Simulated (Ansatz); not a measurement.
## CsPbBr3 (Pm-3m): G0W0 under other settings

Aim: change settings of a G0W0 run on CsPbBr3 (Pm-3m) and see what moves.

Method: G0W0 on PBE, plane waves, PAW; PAW set soft_1, in Ansatz 0.2.0.

## Step 1: The starting structure

It takes space group Pm-3m (No. 221, cubic). Conventional cell: a = 5.949 Å, b = 5.949 Å, c = 5.949 Å, α = 90.00°, β = 90.00°, γ = 90.00°. Cs has 12 Br at 4.21 Å nearest. Nearest to Pb lie 6 Br at 2.97 Å. Nearest to Br lie 2 Pb at 2.97 Å and 4 Cs at 4.21 Å. Farther neighbours and most contacts between anions are not listed.

The cell and positions are those that the Materials Project relaxed with its own functionals (PBE, PBE+U or r2SCAN), kept fixed. Spin-orbit coupling is left out unless a step names it.

## Step 2: The base run: 2×2×2 mesh, 168 empty bands, screening to 50 eV, PAW set soft_1 files

G0W0 replaces the xc potential by the self-energy, built once from these orbitals. Only a window of levels is corrected, while the sums run over the empty bands that the input names. This step takes PAW set soft_1 files.

Contents of input.yaml:

```yaml
crystal:
  lattice:
    - [5.94863082, 0.0, 0.0]
    - [0.0, 5.94863082, 0.0]
    - [0.0, 0.0, 5.94863082]
  atoms:
    - { symbol: Cs, position: [0.0, 0.0, 0.0] }
    - { symbol: Pb, position: [0.5, 0.5, 0.5] }
    - { symbol: Br, position: [0.5, 0.5, 0.0] }
    - { symbol: Br, position: [0.5, 0.0, 0.5] }
    - { symbol: Br, position: [0.0, 0.5, 0.5] }
kpoints:
  mp_grid: { grid: [2, 2, 2] }
hamiltonian:
  xc: pbe
  pseudopotentials: { kind: paw, azcp: { folder: soft_1 } }
scf:
  occupations: { method: fixed }
gw:
  n_empty_bands: 168
  ecut_chi: 50
  qp_bands: [v2, c2]
  qp_kpoints: band_edges
  screening: { model: contour_deformation }
```

Launch:

```console
ansatz run input.yaml --threads 2 --pin off --max-ram 92160MiB --backend cuda --events-out ev --progress --plain --runs-dir out --devices 1 --max-vram 13GiB
```

Numbers of over 12 decimals in the logs are rounded to 6 here.

Log:

```text
GPUs: using 1 of 1 available (devices: 1).
Engine: ansatz 0.2.0, x86_64-unknown-linux-gnu
Pseudopotentials: kind: paw
Pseudopotential: Cs, paw, valence charge 9, recommended cutoff 420 eV (normal), soft_1/Cs.paw.azcp
Pseudopotential: Pb, paw, valence charge 14, recommended cutoff 420 eV (normal), soft_1/Pb.paw.azcp
Pseudopotential: Br, paw, valence charge 7, recommended cutoff 420 eV (normal), soft_1/Br.paw.azcp
Functional definition: PBE
  parameter kappa = 0.804
  parameter beta = 0.066725
  exchange = pbe_x(kappa = kappa, mu = beta*pi^2/3)
  correlation = pbe_c(beta = beta)
device memory: the entry about to start is reckoned to put 1.3 GiB on a device that reports 49.3 GiB free (of which the cap on the GPU budget leaves the run 13.0 GiB)
GPU FFT provider: cuFFT
GPU libraries: cuBLAS 13.8.2, cuFFT 12.4.0, cuSOLVER 12.3.4
Crystal: 5 atoms, lattice volume = 210.499 Å³
Basis set: ecut = 420 eV, 4067 PW (Γ)
Bands: 27, of which v1, the nominal top of the filled ones, is band 22 counted from 1 (21 counted from 0)
Symmetry: 48 space group operations
Space group: Pm-3m (ITA 221), of the structure as read, at distance tolerance 5.9e-5 Å
k-points: 4 of 8
Non-local potential: Cs, projectors of the file, l = 0: 3, l = 1: 2, l = 2: 2, l = 3: 2
Non-local potential: Pb, projectors of the file, l = 0: 2, l = 1: 2, l = 2: 2, l = 3: 1
Non-local potential: Br, projectors of the file, l = 0: 2, l = 1: 2, l = 2: 2
PAW form: soft (Blöchl's): semilocal exchange-correlation on the pseudo side does not see the compensation charge
PAW one-centre angular grid: Cs, 194 points (default); XC on 64 Gauss nodes
PAW one-centre angular grid: Pb, 590 points (default); XC on 64 Gauss nodes
PAW one-centre angular grid: Br, 110 points (default); XC on 64 Gauss nodes
Initial density: superposition of atomic densities (chi_scale 0.1, normalization cell, long waves kept (reshape's long-wave potential 0.01 eV rms))
Initial wavefunctions: pseudopotential atomic-orbital guess
GPU buffer pool allocated for 64000 grid points (all kernels)
GPU transforms: local potential and band sums: pruned to the plane-wave sphere, on 40×40×40
Functional: x = pbe(κ = 0.804, μ = 0.219515), c = pbe(β = 0.066725)
SCF iter   1: F=—  HF=-25936.291052 eV  |F-HF|=—  |Δ(HF+E_count)|=         —  Δρ=1.93e-2  dr2=2.09e0  ethr=3.10e-3  ⟨swp⟩=5.0  Hψ=446  notcnv=0  defer=6
preconditioner: auto → Resta (q_TF=auto, 2.102 Å⁻¹)  ε∞=2.9  [insulator: Δε(μ)=1.612 eV  Ē_g=12.071 eV  n_scr=26 (ndim 8)  ℏωp=16.6 eV  f_vac=0.013  ε∞_Penn≈2.9]
SCF iter   2: F=—  HF=-25935.597680 eV  |F-HF|=—  |Δ(HF+E_count)|=   6.93e-1  Δρ=1.04e-2  dr2=7.57e-1  ethr=3.10e-3  ⟨swp⟩=2.8  Hψ=157  notcnv=0  defer=8
[...]
NSCF: frozen V_eff on 4 k-points
[...]
device memory: the entry about to start is reckoned to put 2.8 GiB on a device that reports 49.2 GiB free (of which the cap on the GPU budget leaves the run 13.0 GiB)
NSCF: frozen V_eff on 4 k-points
G₀W₀ screening: q 1/4
[... further progress lines ...]
SCF converged after 8 iterations
Free energy (F): -25935.247818 eV
Harris-Foulkes:  -25935.247818 eV  (|F-HF|=5.26e-9)
Internal energy: -25935.247818 eV  (E = F + TS)
E sigma→0 (E₀):  -25935.247818 eV
Fermi energy:    3.330372 eV
--- Per-component energies (eV) ---
  E_band       = -252.382082
  E_kinetic    = 831.632814
  E_local      = -2598.532676  (includes V_loc(G=0)·N_el)
  E_nonlocal   = 481.889897
  E_hartree    = 960.977672
  E_xc         = -978.795052
  E_vxc        = -605.021032  (∫ρ·V_xc dr)
  E_paw        = -22389.716630  (= ΣΔE_a)
  E_vpaw       = -284.307076  (= ΣTr[D̂ρ^β])
  E_aug_tail   = -0.000017  (compensation charges beyond the density's cutoff)
  E_ewald      = -2242.703825
  E_smearing   = -0.000000  (= −TS)
  E_closure    = 0.000000  (closes the sum)
  Σ components = -25935.247818   (vs F -25935.247818, Δ=0.00e0)
--- Band table (eV) ---
  k-point 0: bands = [... 18 lower, 1.4815, 1.5826, 1.5826, 1.5826, 6.5301, 7.6921, 7.6921, 8.4168, ... 1 higher]
  k-point 1: bands = [... 18 lower, 1.3637, 1.4888, 1.4888, 2.0553, 5.9149, 7.9452, 8.5558, 8.6189, ... 1 higher]
  k-point 2: bands = [... 18 lower, 1.2730, 1.3299, 1.9278, 2.7028, 5.4648, 5.4648, 8.2113, 8.6777, ... 1 higher]
  k-point 3: bands = [... 18 lower, 1.9386, 1.9386, 1.9386, 3.3304, 4.9529, 4.9529, 4.9529, 8.0191, ... 1 higher]
--- G₀W₀: contour deformation, 6 samples at zero and on the imaginary axis and 1 off it, 8 q-points, 168 empty bands' worth ---
  eigenvalues of the whole cell's RPA ε∞ on this k-mesh (on a slab, of 1 + 4πα/V) = 9.9561, 9.9561, 9.9561; static W/v taken at q = 0 is 0.100441
  gw.qp_kpoints: band_edges: 4 of 4 stored k-points solved, in 1 pass; an edge of the gap read off the rows below is read off those points alone
    ik  band        ε_KS         Σx   Σc(E_QP)       V_xc       Z   E_QP_lin       E_QP  E_QP is
     0    21      1.5826   -19.2189     3.2147   -15.3347  0.7282     0.8955     0.9131  root
     0    22      1.5826   -19.2189     3.2147   -15.3347  0.7282     0.8955     0.9131  root
     0    23      6.5301    -3.5303    -3.4042    -7.0404  0.7953     6.6363     6.6360  root
     0    24      7.6921    -3.2748    -3.3572    -6.9221  0.7946     7.9846     7.9822  root
     1    21      1.4888   -18.9519     3.2467   -14.9998  0.7267     0.7633     0.7834  root
     1    22      2.0553   -19.8829     2.6696   -16.7652  0.7398     1.6003     1.6072  root
     1    23      5.9149    -8.9216    -3.4926   -13.1179  0.7573     6.6368     6.6187  root
     1    24      7.9452    -4.4512    -3.4463    -8.2259  0.7874     8.2767     8.2735  root
[...]
3    21      1.9386   -19.5597     3.2046   -15.6935  0.7312     1.2604     1.2771  root
     3    22      3.3304   -19.8145     2.0341   -17.5470  0.7552     3.0955     3.0970  root
     3    23      4.9529    -7.6181    -3.3797   -11.5485  0.7695     5.5132     5.5035  root
     3    24      4.9529    -7.6181    -3.3797   -11.5485  0.7695     5.5132     5.5035  root
```

Run time: 6.3 s. Hardware: 1 × NVIDIA H100 80GB HBM3 (shared by 6 runs) with 2 threads of AMD EPYC 7R13 (Zen 3), shared host; peak memory 1.1 GiB; 5.7 s of CPU time.

Numbers from this step:

- bands summed: 190
- RPA ε∞ on this mesh (eigenvalues): 9.956, 9.956, 9.956
- plane waves in the screening matrix: 171
- q-points in the mesh: 8
- G0W0 gap on the mesh: 2.407 eV
- k of the valence top: -0.5, -0.5, -0.5
- k of the conduction bottom: -0.5, -0.5, -0.5
- starting gap on the mesh: 1.622 eV
- Z at the valence top: 0.7552
- Z at the conduction bottom: 0.7695
- least direct G0W0 gap on the computed points: 2.407 eV

The gap on the mesh goes from 1.62 eV to 2.41 eV, a correction of +0.78 eV. Between the two edge states, bare exchange in place of the xc potential would open the gap by 6.20 eV, and correlation takes back 5.41 eV.

## Step 3: Variant: no symmetry

input.yaml, as its differences from that of step 2:

```diff
@@ -11,2 +11,3 @@
     - { symbol: Br, position: [0.0, 0.5, 0.5] }
+  symmetry: { detect: false }
 kpoints:
@@ -19,4 +20,4 @@
 gw:
-  n_empty_bands: 168
-  ecut_chi: 50
+  n_empty_bands: 222
+  ecut_chi: 60
   qp_bands: [v2, c2]
```

Log:

```text
GPUs: using 1 of 1 available (devices: 1).
[...]
GPU FFT provider: cuFFT
GPU libraries: cuBLAS 13.8.2, cuFFT 12.4.0, cuSOLVER 12.3.4
Crystal: 5 atoms, lattice volume = 210.499 Å³
Basis set: ecut = 420 eV, 4067 PW (Γ)
Bands: 27, of which v1, the nominal top of the filled ones, is band 22 counted from 1 (21 counted from 0)
Symmetry: 1 space group operations
k-points: 8
[...]
GPU buffer pool allocated for 64000 grid points (all kernels)
[...]
SCF iter   1: F=—  HF=-25936.290987 eV  |F-HF|=—  |Δ(HF+E_count)|=         —  Δρ=1.93e-2  dr2=2.09e0  ethr=3.10e-3  ⟨swp⟩=5.2  Hψ=938  notcnv=0  defer=11
[...]
SCF iter   8: F=-25935.247818 eV  HF=-25935.247818 eV  |F-HF|=4.78e-9  |Δ(HF+E_count)|=   1.68e-7  Δρ=1.65e-6  dr2=6.44e-9  ethr=2.27e-10  ⟨swp⟩=12.8  Hψ=948  notcnv=0
SCF 1 converged in 8 iterations: F = -25935.247818 eV  dr2 = 6.44e-9
[...]
NSCF: frozen V_eff on 8 k-points
[...]
G₀W₀ screening: q 1/8
[... further progress lines ...]
SCF converged after 8 iterations
Free energy (F): -25935.247818 eV
[...]
Internal energy: -25935.247818 eV  (E = F + TS)
E sigma→0 (E₀):  -25935.247818 eV
Fermi energy:    3.330372 eV
[...]
--- Band table (eV; the first three rows and the last of 8) ---
  k-point 0: bands = [... 18 lower, 1.4815, 1.5826, 1.5826, 1.5826, 6.5301, 7.6921, 7.6921, 8.4168, ... 1 higher]
  k-point 1: bands = [... 18 lower, 1.3637, 1.4888, 1.4888, 2.0553, 5.9149, 7.9452, 8.5558, 8.6189, ... 1 higher]
  k-point 2: bands = [... 18 lower, 1.3637, 1.4888, 1.4888, 2.0553, 5.9149, 7.9452, 8.5558, 8.6189, ... 1 higher]
  k-point 7: bands = [... 18 lower, 1.9386, 1.9386, 1.9386, 3.3304, 4.9529, 4.9529, 4.9529, 8.0191, ... 1 higher]
[...]
0    21      1.5826   -19.2189     3.1433   -15.3347  0.7263     0.8195     0.8417  root
     0    22      1.5826   -19.2189     3.1433   -15.3347  0.7263     0.8195     0.8417  root
     0    23      6.5301    -3.5303    -3.4239    -7.0404  0.7951     6.6165     6.6162  root
     0    24      7.6921    -3.2748    -3.3977    -6.9221  0.7941     7.9434     7.9417  root
     1    21      1.4888   -18.9519     3.1772   -14.9998  0.7249     0.6889     0.7139  root
     1    22      2.0553   -19.8829     2.5811   -16.7652  0.7378     1.5086     1.5188  root
     1    23      5.9149    -8.9216    -3.5764   -13.1179  0.7565     6.5485     6.5348  root
     1    24      7.9452    -4.4512    -3.4846    -8.2259  0.7869     8.2376     8.2352  root
[...]
7    21      1.9386   -19.5597     3.1289   -15.6935  0.7293     1.1800     1.2013  root
     7    22      3.3304   -19.8145     1.9212   -17.5470  0.7532     2.9806     2.9841  root
     7    23      4.9529    -7.6181    -3.4497   -11.5485  0.7689     5.4407     5.4336  root
     7    24      4.9529    -7.6181    -3.4497   -11.5485  0.7689     5.4407     5.4336  root
```

The job ended after 19 s (1 × NVIDIA H100 80GB HBM3 (shared by 6 runs) with 2 threads; peak memory 1.2 GiB).

The G0W0 gap on the mesh is 2.450 eV.

Against the base:

| setting | base | variant |
| --- | --- | --- |
| empty bands | 168 | 222 |
| screening cutoff (eV) | 50 | 60 |
| symmetry detection | - | false |

```
                                    quantity  variant   base
                    starting gap on the mesh    1.623  1.622
                        G0W0 gap on the mesh    2.450  2.407
least direct G0W0 gap on the computed points    2.450  2.407
                        Z at the valence top    0.753  0.755
                  Z at the conduction bottom    0.769  0.770
```

## Step 4: Results

```
base        : 2.41 eV, 6.3 s
no symmetry : 2.45 eV, 19 s
```

What this shows: No symmetry: the gap moves by +0.04 eV and the time by a factor of 3.0. The variant differs from the base in empty bands, screening cutoff and symmetry detection together, so the change can't be laid to one of them. Symmetry itself changes the cost, not the physics. All runs here use a coarse mesh and modest cutoffs; they test settings and are not final values. The 2×2×2 mesh is coarse for this cell (its supercell is 12 Å along the shortest edge). The RPA ε∞ on it, from the PBE start, is 9.96; such meshes misread the long-range screening, most where the gap is narrow. Where an edge is built on 6p states of lead, bismuth or thallium, scalar-relativistic gaps usually stand too wide, by a few tenths to over one eV. This is the ideal cubic cell; many perovskites, halides above all, are cubic only on average, and local tilts or off-centring can widen the gap. The many-body steps are scalar-relativistic: spin-orbit coupling is not in them.

[Paths, hosts, dates, memory and timing lines, banners, echoed tables and standing remarks are left out of the program output.]

[Logs are printed without paths, hosts, clocks, repeated set-up lines and the standing remarks that a program may print on its own settings, such as how far it seeks lower states.]

[Runs of the session that timed out or met a known fault of the program may be left out.]

[Cells called generated may have been cut or substituted from an entry of the Crystallography Open Database or the Materials Project.]

[Hosts, paths, dates, database ids (printed as entryN), source tags and the programs' standing remarks are cut or masked in the printed files.]
